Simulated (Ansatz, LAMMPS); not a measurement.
# An extra electron or hole in amorphous Ga2O3 (95 atoms)

Aim: add and remove one electron in amorphous Ga2O3 (95 atoms), with atoms held and relaxed, and read trapping energy and localisation.

Program: Ansatz 0.2.0. Level of theory: Kohn-Sham DFT, PBE, PAW (set soft_2), plane waves. Results are calculated unless marked as measured.

## (1) Starting point

The cell holds 95 atoms: 38 Ga and 57 O. Cell: a = 10.839 Å, b = 10.839 Å, c = 10.839 Å, α = 90.0°, β = 90.0°, γ = 90.0°. 95 atoms (38 Fe, 57 O) placed at random at 3.99 g/cm³, melted at 5000 K for 10 ps at fixed volume with the Morse and Coulomb pair potential with partial charges (Pedone, Malavasi, Menziani, Cormack and Segre, J. Phys. Chem. B 110, 11780 (2006)). Quenched from 5000 K to 300 K at 50 K/ps and fixed volume, held 5 ps, then minimised at fixed cell. Then Fe was replaced by Ga and the cell scaled by 1.003 (the potential has no terms for the new elements, so the cell is a start for a DFT relaxation).

Limits known from the start: The quench rate of 50 K/ps is many orders above laboratory rates, so the cell is likely richer in defects and strain than a real sample. The network of bonds at the start is that of the classical potential that made the cell, and needn't be the one that DFT or experiment would give. The Brillouin zone is sampled at Γ only, in a cell whose shortest periodic width is 11 Å.

## (2) Single point at the start

The forces at the start show how far the geometry lies from a minimum of this functional.

input.yaml reads:

```yaml
crystal:
  lattice:
    - [10.83912, 0.0, 0.0]
    - [0.0, 10.83912, 0.0]
    - [0.0, 0.0, 10.83912]
  atoms:
    - { symbol: Ga, position: [0.9975, 0.00259, 0.6775] }
    - { symbol: Ga, position: [0.62583, 0.25693, 0.34623] }
    - { symbol: Ga, position: [0.12752, 0.1652, 0.21139] }
    - { symbol: Ga, position: [0.57848, 0.70638, 0.65184] }
    - { symbol: Ga, position: [0.16449, 0.98838, 0.45632] }
    - { symbol: Ga, position: [0.77488, 0.18464, 0.84208] }
    - { symbol: Ga, position: [0.39611, 0.03436, 0.64281] }
    - { symbol: Ga, position: [0.68667, 0.99963, 0.04736] }
    - { symbol: Ga, position: [0.10321, 0.68354, 0.47593] }
    - { symbol: Ga, position: [0.85111, 0.19692, 0.55585] }
    - { symbol: Ga, position: [0.09845, 0.65638, 0.9799] }
    - { symbol: Ga, position: [0.86342, 0.31279, 0.12945] }
    - { symbol: Ga, position: [0.15628, 0.55413, 0.72711] }
    - { symbol: Ga, position: [0.81308, 0.78797, 0.50042] }
    - { symbol: Ga, position: [0.39142, 0.78823, 0.426] }
    - { symbol: Ga, position: [0.19132, 0.07741, 0.92816] }
    - { symbol: Ga, position: [0.26032, 0.28362, 0.68502] }
    - { symbol: Ga, position: [0.73541, 0.45599, 0.6146] }
    - { symbol: Ga, position: [0.17665, 0.88536, 0.19643] }
    - { symbol: Ga, position: [0.13233, 0.45935, 0.21473] }
    - { symbol: Ga, position: [0.92506, 0.82488, 0.24213] }
    - { symbol: Ga, position: [0.97894, 0.35734, 0.80892] }
    - { symbol: Ga, position: [0.4228, 0.99274, 0.17847] }
    - { symbol: Ga, position: [0.61854, 0.98051, 0.40127] }
    - { symbol: Ga, position: [0.50122, 0.3876, 0.80913] }
    - { symbol: Ga, position: [0.89223, 0.0592, 0.33713] }
    - { symbol: Ga, position: [0.39657, 0.5214, 0.58723] }
    - { symbol: Ga, position: [0.475, 0.08269, 0.88983] }
    - { symbol: Ga, position: [0.86998, 0.66987, 0.74083] }
    - { symbol: Ga, position: [0.26125, 0.80297, 0.69195] }
    - { symbol: Ga, position: [0.3868, 0.82781, 0.92136] }
    - { symbol: Ga, position: [0.70502, 0.93221, 0.7208] }
    - { symbol: Ga, position: [0.0623, 0.38014, 0.47513] }
    - { symbol: Ga, position: [0.33494, 0.21645, 0.41114] }
    - { symbol: Ga, position: [0.52035, 0.24598, 0.10284] }
    - { symbol: Ga, position: [0.24703, 0.38793, 0.96789] }
    - { symbol: Ga, position: [0.93928, 0.90157, 0.95245] }
    - { symbol: Ga, position: [0.58582, 0.20009, 0.62735] }
    - { symbol: O, position: [0.45583, 0.25583, 0.2812] }
    - { symbol: O, position: [0.54482, 0.01651, 0.74091] }
    - { symbol: O, position: [0.35469, 0.89374, 0.55846] }
    - { symbol: O, position: [0.1268, 0.52118, 0.38816] }
    - { symbol: O, position: [0.27228, 0.05282, 0.30624] }
    - { symbol: O, position: [0.20768, 0.54938, 0.07991] }
    - { symbol: O, position: [0.38577, 0.1158, 0.0431] }
    - { symbol: O, position: [0.05266, 0.77805, 0.11874] }
    - { symbol: O, position: [0.9528, 0.73604, 0.39599] }
    - { symbol: O, position: [0.62326, 0.15976, 0.96267] }
    - { symbol: O, position: [0.31758, 0.86376, 0.09135] }
    - { symbol: O, position: [0.98151, 0.08489, 0.5038] }
    - { symbol: O, position: [0.11628, 0.38556, 0.64379] }
    - { symbol: O, position: [0.94299, 0.18047, 0.22288] }
    - { symbol: O, position: [0.68938, 0.30441, 0.18409] }
    - { symbol: O, position: [0.31723, 0.98496, 0.82476] }
    - { symbol: O, position: [0.5337, 0.92465, 0.9834] }
    - { symbol: O, position: [0.18417, 0.30461, 0.1169] }
    - { symbol: O, position: [0.15458, 0.26651, 0.36744] }
    - { symbol: O, position: [0.35525, 0.35727, 0.53171] }
    - { symbol: O, position: [0.89175, 0.35591, 0.50871] }
    - { symbol: O, position: [0.02208, 0.64408, 0.64191] }
    - { symbol: O, position: [0.49993, 0.11136, 0.49502] }
    - { symbol: O, position: [0.43953, 0.35716, 0.97323] }
    - { symbol: O, position: [0.96588, 0.44254, 0.17804] }
    - { symbol: O, position: [0.21966, 0.79731, 0.36606] }
    - { symbol: O, position: [0.85562, 0.47875, 0.74981] }
    - { symbol: O, position: [0.70507, 0.75793, 0.7724] }
    - { symbol: O, position: [0.48136, 0.89181, 0.32063] }
    - { symbol: O, position: [0.05206, 0.98986, 0.84637] }
    - { symbol: O, position: [0.88084, 0.27861, 0.95416] }
    - { symbol: O, position: [0.74512, 0.13673, 0.40293] }
    - { symbol: O, position: [0.66077, 0.30266, 0.75916] }
    - { symbol: O, position: [0.55293, 0.51534, 0.68944] }
    - { symbol: O, position: [0.09162, 0.48416, 0.87776] }
    - { symbol: O, position: [0.43584, 0.76239, 0.75787] }
    - { symbol: O, position: [0.93457, 0.20085, 0.72454] }
    - { symbol: O, position: [0.21211, 0.72367, 0.85015] }
    - { symbol: O, position: [0.25146, 0.12696, 0.5725] }
    - { symbol: O, position: [0.04201, 0.95991, 0.30603] }
    [... 11 atom lines left out ...]
    - { symbol: O, position: [0.63907, 0.33066, 0.51354] }
    - { symbol: O, position: [0.1312, 0.03649, 0.08578] }
    - { symbol: O, position: [0.87079, 0.88173, 0.64311] }
    - { symbol: O, position: [0.95184, 0.73398, 0.89043] }
    - { symbol: O, position: [0.84148, 0.92413, 0.10744] }
    - { symbol: O, position: [0.19632, 0.24003, 0.85391] }
kpoints:
  mp_grid: { grid: [1, 1, 1] }
hamiltonian:
  xc: pbe
scf:
  occupations: { method: fixed }
output:
  forces: true
```

The run is started by

```console
ansatz run input.yaml --threads 4 --pin off --max-ram 8192MiB --backend cpu --events-out ev --progress --plain --runs-dir out
```

Numbers of over 12 decimals in the logs are rounded to 6 here.

Output:

```text
Engine: ansatz 0.2.0, x86_64-unknown-linux-gnu
Pseudopotentials: kind: paw
Pseudopotential: Ga, paw, valence charge 13, recommended cutoff 420 eV (normal), Ga.paw.azcp
Pseudopotential: O, paw, valence charge 6, recommended cutoff 420 eV (normal), O.paw.azcp
Functional definition: PBE
  parameter kappa = 0.804
  parameter beta = 0.066725
  exchange = pbe_x(kappa = kappa, mu = beta*pi^2/3)
  correlation = pbe_c(beta = beta)
Crystal: 95 atoms, lattice volume = 1273.451 Å³
Basis set: ecut = 420 eV, 24885 PW (Γ), exchange–correlation on 150×150×150 points (8 copies of the dense FFT grid, shifted against one another)
Bands: 513, of which v1, the nominal top of the filled ones, is band 418 counted from 1 (417 counted from 0)
Symmetry: 1 space group operations
Space group: P1 (ITA 1), of the structure as read, at distance tolerance 1.1e-4 Å
k-points: 1
Non-local potential: Ga, projectors of the file, l = 0: 2, l = 1: 2, l = 2: 3, l = 3: 1
Non-local potential: O, projectors of the file, l = 0: 2, l = 1: 2, l = 2: 1
PAW form: soft (Blöchl's): semilocal exchange-correlation on the pseudo side does not see the compensation charge
PAW one-centre angular grid: Ga, 590 points (default); XC on 64 Gauss nodes
PAW one-centre angular grid: O, 110 points (default); XC on 64 Gauss nodes
Initial density: superposition of atomic densities (neutral atoms: chi_scale 0, normalization atom), corrected by the library's trained network
Initial wavefunctions: pseudopotential atomic-orbital guess
Functional: x = pbe(κ = 0.804, μ = 0.219515), c = pbe(β = 0.066725)
SCF iter   1: F=—  HF=-176107.748683 eV  |F-HF|=—  |Δ(HF+E_count)|=         —  Δρ=2.64e-3  dr2=1.10e-1  ethr=1.77e-3  ⟨swp⟩=5.0  Hψ=1428  notcnv=0  defer=93
preconditioner: auto → Resta (q_TF=auto, 2.543 Å⁻¹)  ε∞=4.4  [insulator: Δε(μ)=0.664 eV  Ē_g=16.418 eV  n_scr=364 (ndim 8)  ℏωp=30.1 eV  f_vac=0.169  ε∞_Penn≈4.4  vacuum switching on, ρ_ref=2.0e-2 e/Å³]
SCF iter   2: F=—  HF=-176107.720603 eV  |F-HF|=—  |Δ(HF+E_count)|=   2.81e-2  Δρ=1.55e-3  dr2=2.19e-2  ethr=1.31e-5  ⟨swp⟩=2.0  Hψ=978  notcnv=0  defer=93
SCF iter   3: F=—  HF=-176107.720716 eV  |F-HF|=—  |Δ(HF+E_count)|=   1.12e-4  Δρ=6.64e-4  dr2=7.10e-3  ethr=2.62e-6  ⟨swp⟩=2.0  Hψ=796  notcnv=0  defer=93
SCF iter   4: F=—  HF=-176107.720771 eV  |F-HF|=—  |Δ(HF+E_count)|=   5.51e-5  Δρ=2.22e-4  dr2=6.22e-4  ethr=8.49e-7  ⟨swp⟩=2.0  Hψ=791  notcnv=0  defer=93
SCF iter   5: F=—  HF=-176107.720799 eV  |F-HF|=—  |Δ(HF+E_count)|=   2.87e-5  Δρ=1.33e-4  dr2=2.13e-4  ethr=7.44e-8  ⟨swp⟩=3.0  Hψ=802  notcnv=0  defer=92
SCF iter   6: F=—  HF=-176107.720799 eV  |F-HF|=—  |Δ(HF+E_count)|=   6.40e-8  Δρ=3.54e-5  dr2=1.65e-5  ethr=2.55e-8  ⟨swp⟩=3.0  Hψ=791  notcnv=0  defer=88
SCF iter   7: F=—  HF=-176107.718330 eV  |F-HF|=—  |Δ(HF+E_count)|=   2.47e-3  Δρ=1.69e-5  dr2=3.52e-6  ethr=1.97e-9  ⟨swp⟩=2.0  Hψ=929  notcnv=0  defer=86
SCF iter   8: F=—  HF=-176107.718331 eV  |F-HF|=—  |Δ(HF+E_count)|=   1.14e-6  Δρ=5.76e-6  dr2=4.29e-7  ethr=4.21e-10  ⟨swp⟩=2.0  Hψ=793  notcnv=0  defer=86
SCF iter   9: F=—  HF=-176107.718331 eV  |F-HF|=—  |Δ(HF+E_count)|=   1.64e-7  Δρ=3.20e-6  dr2=1.27e-7  ethr=1.20e-11  ⟨swp⟩=4.0  Hψ=1728  notcnv=0
SCF iter  10: F=-176107.718331 eV  HF=-176107.718331 eV  |F-HF|=3.75e-9  |Δ(HF+E_count)|=   2.68e-9  Δρ=1.02e-6  dr2=1.15e-8  ethr=1.20e-11  ⟨swp⟩=4.0  Hψ=1376  notcnv=0
SCF 1 converged in 10 iterations: F = -176107.718331 eV  dr2 = 1.15e-8
  greatest PAW one-centre occupation: 0.998 electrons in one spin orbital (limit 2), on the Ga atom at site 37 (counted from 0), in its partial waves of l = 2
SCF converged after 10 iterations
Free energy (F): -176107.718331 eV
Harris-Foulkes:  -176107.718331 eV  (|F-HF|=3.75e-9)
Internal energy: -176107.718331 eV  (E = F + TS)
E sigma→0 (E₀):  -176107.718331 eV
Fermi energy:    5.605726 eV
--- Per-component energies (eV) ---
  E_band       = -3521.927672
  E_kinetic    = 14250.333965
  E_local      = -128585.610543  (includes V_loc(G=0)·N_el)
  E_nonlocal   = 19169.046811
  E_hartree    = 58666.626096
  E_xc         = -6704.731055
  E_vxc        = -7420.185000  (∫ρ·V_xc dr)
  E_paw        = -84936.077614  (= ΣΔE_a)
  E_vpaw       = -18268.888328  (= ΣTr[D̂ρ^β])
  E_aug_tail   = 0.133553  (compensation charges beyond the density's cutoff)
  E_ewald      = -47967.439544
  E_smearing   = -0.000000  (= −TS)
  E_closure    = -0.000000  (closes the sum)
  Σ components = -176107.718331   (vs F -176107.718331, Δ=0.00e0)
--- Forces (eV/Å), atoms counted from 1 ---
  atom   1  Ga    -0.04902173    -0.67803499    -0.44626519
  atom   2  Ga     0.25896557     0.56300593    -0.19516905
  atom   3  Ga    -0.28411291     0.65663241    -0.30098238
  atom   4  Ga     0.32415813     0.19899887     0.36054745
  atom   5  Ga     0.26823318    -0.12019638     0.19013967
  atom   6  Ga     0.17799385     0.21825105     0.13065454
  atom   7  Ga     0.21736583     0.38803295    -0.45139346
  atom   8  Ga    -0.97666286    -0.08624978    -0.23971790
  atom   9  Ga    -0.24926702    -0.60845842    -0.17299355
  atom  10  Ga     0.58949530     0.10807858     0.30216967
  atom  11  Ga     0.03665281     0.12015387    -0.26021649
  atom  12  Ga     0.50802798     0.26501937     0.30266486
  atom  13  Ga     0.01791009    -0.08367884    -0.60410268
  atom  14  Ga    -0.07362139     0.57893941    -0.03252742
[...]
atom  94  O      0.41679622    -0.57304286    -0.65184163
  atom  95  O     -0.05325520     0.15674152     0.39265878
  max |Σ_I F_I| component: 7.11e-5 eV/Å
```

Wall time 12 s (4 threads of Intel Xeon Platinum 8488C (Sapphire Rapids), shared host); peak memory 2 GiB.

The r.m.s. force at the start is 0.35 eV/Å.

## (3) Relaxation

With the cell held, the atoms are moved downhill towards a nearby minimum.

input.yaml reads:

```yaml
crystal:
  lattice:
    - [10.83912, 0.0, 0.0]
    - [0.0, 10.83912, 0.0]
    - [0.0, 0.0, 10.83912]
  atoms:
    [... the 95 atom lines of step 2 ...]
kpoints:
  mp_grid: { grid: [1, 1, 1] }
hamiltonian:
  xc: pbe
scf:
  occupations: { method: fixed }
output:
  forces: true
relax:
  f_tol: 0.05
  max_steps: 120
```

Output:

```text
[...]
Crystal: 95 atoms, lattice volume = 1273.451 Å³
Basis set: ecut = 420 eV, 24885 PW (Γ), exchange–correlation on 150×150×150 points (8 copies of the dense FFT grid, shifted against one another)
Bands: 513, of which v1, the nominal top of the filled ones, is band 418 counted from 1 (417 counted from 0)
Symmetry: 1 space group operations
[...]
k-points: 1
[...]
SCF iter   1: F=—  HF=-176107.748685 eV  |F-HF|=—  |Δ(HF+E_count)|=         —  Δρ=2.64e-3  dr2=1.10e-1  ethr=1.77e-3  ⟨swp⟩=5.0  Hψ=1428  notcnv=0  defer=93
[...]
SCF iter   6: F=-176107.718324 eV  HF=-176107.718327 eV  |F-HF|=3.21e-6  |Δ(HF+E_count)|=   8.19e-7  Δρ=3.54e-5  dr2=1.65e-5  ethr=7.48e-9  ⟨swp⟩=3.0  Hψ=2076  notcnv=0
SCF 1 converged in 6 iterations: F = -176107.718324 eV  dr2 = 1.65e-5
[...]
relax step   1: F+E_penalty+E_count = -176107.71832392 eV  Δ(F+E_penalty+E_count) = +0.000e0 eV  max|allowed force component| = 1.009e0 eV/Å  Δτ_max = 0.0000 Å  (6 SCF iters, dr2 threshold 6.25e-5 eV, accepted)
[...]
relax step   2: F+E_penalty+E_count = -176109.35623976 eV  Δ(F+E_penalty+E_count) = -1.638e0 eV  max|allowed force component| = 7.050e-1 eV/Å  Δτ_max = 0.1932 Å  (7 SCF iters, dr2 threshold 6.36e-5 eV, accepted)
[...]
relax step   3: F+E_penalty+E_count = -176110.59638403 eV  Δ(F+E_penalty+E_count) = -1.240e0 eV  max|allowed force component| = 7.173e-1 eV/Å  Δτ_max = 0.1834 Å  (8 SCF iters, dr2 threshold 3.11e-5 eV, accepted)
relax step   4: F+E_penalty+E_count = -176111.81068927 eV  Δ(F+E_penalty+E_count) = -1.214e0 eV  max|allowed force component| = 4.870e-1 eV/Å  Δτ_max = 0.2000 Å  (7 SCF iters, dr2 threshold 1.00e-4 eV, accepted)
relax step   5: F+E_penalty+E_count = -176112.78067435 eV  Δ(F+E_penalty+E_count) = -9.700e-1 eV  max|allowed force component| = 4.315e-1 eV/Å  Δτ_max = 0.2000 Å  (7 SCF iters, dr2 threshold 1.00e-4 eV, accepted)
relax step   6: F+E_penalty+E_count = -176113.43254325 eV  Δ(F+E_penalty+E_count) = -6.519e-1 eV  max|allowed force component| = 4.747e-1 eV/Å  Δτ_max = 0.1961 Å  (7 SCF iters, dr2 threshold 8.58e-5 eV, accepted)
relax step   7: F+E_penalty+E_count = -176113.91076046 eV  Δ(F+E_penalty+E_count) = -4.782e-1 eV  max|allowed force component| = 2.642e-1 eV/Å  Δτ_max = 0.2000 Å  (7 SCF iters, dr2 threshold 1.00e-4 eV, accepted)
relax step   8: F+E_penalty+E_count = -176114.20813600 eV  Δ(F+E_penalty+E_count) = -2.974e-1 eV  max|allowed force component| = 3.321e-1 eV/Å  Δτ_max = 0.1951 Å  (8 SCF iters, dr2 threshold 2.16e-5 eV, accepted)
relax step   9: F+E_penalty+E_count = -176114.44573236 eV  Δ(F+E_penalty+E_count) = -2.376e-1 eV  max|allowed force component| = 3.724e-1 eV/Å  Δτ_max = 0.2000 Å  (7 SCF iters, dr2 threshold 3.42e-5 eV, accepted)
relax step  10: F+E_penalty+E_count = -176114.70114472 eV  Δ(F+E_penalty+E_count) = -2.554e-1 eV  max|allowed force component| = 1.815e-1 eV/Å  Δτ_max = 0.2000 Å  (7 SCF iters, dr2 threshold 1.00e-4 eV, accepted)
relax step  11: F+E_penalty+E_count = -176114.86748329 eV  Δ(F+E_penalty+E_count) = -1.663e-1 eV  max|allowed force component| = 2.448e-1 eV/Å  Δτ_max = 0.2000 Å  (8 SCF iters, dr2 threshold 7.82e-6 eV, accepted)
relax step  12: F+E_penalty+E_count = -176114.92039005 eV  Δ(F+E_penalty+E_count) = -5.291e-2 eV  max|allowed force component| = 7.002e-1 eV/Å  Δτ_max = 0.1963 Å  (8 SCF iters, dr2 threshold 1.42e-5 eV, accepted)
relax step  13: F+E_penalty+E_count = -176115.25570126 eV  Δ(F+E_penalty+E_count) = -3.353e-1 eV  max|allowed force component| = 4.703e-1 eV/Å  Δτ_max = 0.2000 Å  (7 SCF iters, dr2 threshold 1.00e-4 eV, accepted)
relax step  14: F+E_penalty+E_count = -176115.45941648 eV  Δ(F+E_penalty+E_count) = -2.037e-1 eV  max|allowed force component| = 4.592e-1 eV/Å  Δτ_max = 0.1954 Å  (7 SCF iters, dr2 threshold 9.97e-5 eV, accepted)
relax step  15: F+E_penalty+E_count = -176115.62061398 eV  Δ(F+E_penalty+E_count) = -1.612e-1 eV  max|allowed force component| = 1.012e-1 eV/Å  Δτ_max = 0.2000 Å  (7 SCF iters, dr2 threshold 9.51e-5 eV, accepted)
relax step  16: F+E_penalty+E_count = -176115.71096676 eV  Δ(F+E_penalty+E_count) = -9.035e-2 eV  max|allowed force component| = 8.608e-2 eV/Å  Δτ_max = 0.2000 Å  (11 SCF iters, accepted)
relax step  17: F+E_penalty+E_count = -176115.72139049 eV  Δ(F+E_penalty+E_count) = -1.042e-2 eV  max|allowed force component| = 2.708e-1 eV/Å  Δτ_max = 0.1474 Å  (10 SCF iters, accepted)
relax step  18: F+E_penalty+E_count = -176115.85549141 eV  Δ(F+E_penalty+E_count) = -1.341e-1 eV  max|allowed force component| = 9.839e-2 eV/Å  Δτ_max = 0.2000 Å  (7 SCF iters, dr2 threshold 5.31e-5 eV, accepted)
relax step  19: F+E_penalty+E_count = -176115.88044152 eV  Δ(F+E_penalty+E_count) = -2.495e-2 eV  max|allowed force component| = 1.316e-1 eV/Å  Δτ_max = 0.2000 Å  (11 SCF iters, accepted)
relax step  20: F+E_penalty+E_count = -176115.88077667 eV  Δ(F+E_penalty+E_count) = -3.352e-4 eV  max|allowed force component| = 1.555e-1 eV/Å  Δτ_max = 0.0549 Å  (9 SCF iters, accepted)
relax step  21: F+E_penalty+E_count = -176115.90088699 eV  Δ(F+E_penalty+E_count) = -2.011e-2 eV  max|allowed force component| = 2.188e-1 eV/Å  Δτ_max = 0.2000 Å  (7 SCF iters, dr2 threshold 2.42e-5 eV, accepted)
relax step  22: F+E_penalty+E_count = -176115.90463128 eV  Δ(F+E_penalty+E_count) = -3.744e-3 eV  max|allowed force component| = 2.253e-1 eV/Å  Δτ_max = 0.1124 Å  (6 SCF iters, dr2 threshold 4.79e-5 eV, accepted)
relax step  23: F+E_penalty+E_count = -176115.96813372 eV  Δ(F+E_penalty+E_count) = -6.350e-2 eV  max|allowed force component| = 1.248e-1 eV/Å  Δτ_max = 0.2000 Å  (7 SCF iters, dr2 threshold 5.08e-5 eV, accepted)
relax step  24: F+E_penalty+E_count = -176115.98571025 eV  Δ(F+E_penalty+E_count) = -1.758e-2 eV  max|allowed force component| = 8.827e-2 eV/Å  Δτ_max = 0.2000 Å  (8 SCF iters, dr2 threshold 4.77e-6 eV, accepted)
[...]
relax step  25: F+E_penalty+E_count = -176115.99569490 eV  Δ(F+E_penalty+E_count) = -9.985e-3 eV  max|allowed force component| = 2.847e-2 eV/Å  Δτ_max = 0.0256 Å  (9 SCF iters, accepted)
SCF converged after 9 iterations
Free energy (F): -176115.995695 eV
[...]
Internal energy: -176115.995695 eV  (E = F + TS)
E sigma→0 (E₀):  -176115.995695 eV
Fermi energy:    5.204651 eV
[...]
--- Forces (eV/Å), atoms counted from 1 ---
  atom   1  Ga    -0.00392744    -0.01387329     0.00962723
  atom   2  Ga    -0.01138985     0.00013854     0.00635985
  atom   3  Ga    -0.00075165    -0.00777003    -0.01280415
  atom   4  Ga     0.00297077     0.01453640     0.00509785
  atom   5  Ga     0.00305862    -0.00840766    -0.00945865
  atom   6  Ga    -0.01404204    -0.00443701     0.00118017
  atom   7  Ga    -0.01341402    -0.00503862     0.02169826
  atom   8  Ga    -0.00087862     0.00014447     0.00766098
  atom   9  Ga    -0.00848288    -0.00045405     0.00296969
  atom  10  Ga    -0.01431474    -0.00903965    -0.01270093
  atom  11  Ga     0.00272894     0.00106658     0.00803091
  atom  12  Ga     0.00171628     0.00255115     0.00128189
  atom  13  Ga     0.00064615     0.00022056     0.00342175
  atom  14  Ga     0.00088644     0.00288102     0.00307529
[...]
atom  94  O     -0.01074850     0.00935598    -0.01669423
  atom  95  O      0.00267283     0.00992278    -0.00114392
  max |Σ_I F_I| component: 2.94e-5 eV/Å
--- Relaxed structure (25 steps of the walk, 25 accepted, 0 SCFs on fresh bases) ---
  F+E_penalty+E_count = -176115.99569490 eV   max|allowed force component| = 2.847e-2 eV/Å
  atoms:
    - { symbol: Ga, position: [0.996276, -0.051039, 0.659714] }
    - { symbol: Ga, position: [0.640885, 0.241023, 0.391607] }
    - { symbol: Ga, position: [0.144746, 0.159853, 0.204860] }
    - { symbol: Ga, position: [0.592418, 0.719868, 0.598437] }
[...]
- { symbol: O, position: [0.189357, 0.258124, 0.865665] }
```

Elapsed: 4 min, on 4 threads; peak memory 2 GiB.

The relaxation converged after 25 steps, 8.28 eV below its start, with a largest force component of 0.028 eV/Å.

(Part 1 of 4 ends here.)

[Logs are printed without paths, hosts, clocks, repeated set-up lines and the standing remarks that a program may print on its own settings, such as how far it seeks lower states.]

[Hosts, paths, dates, database ids (printed as entryN), source tags and the programs' standing remarks are cut or masked in the printed files.]
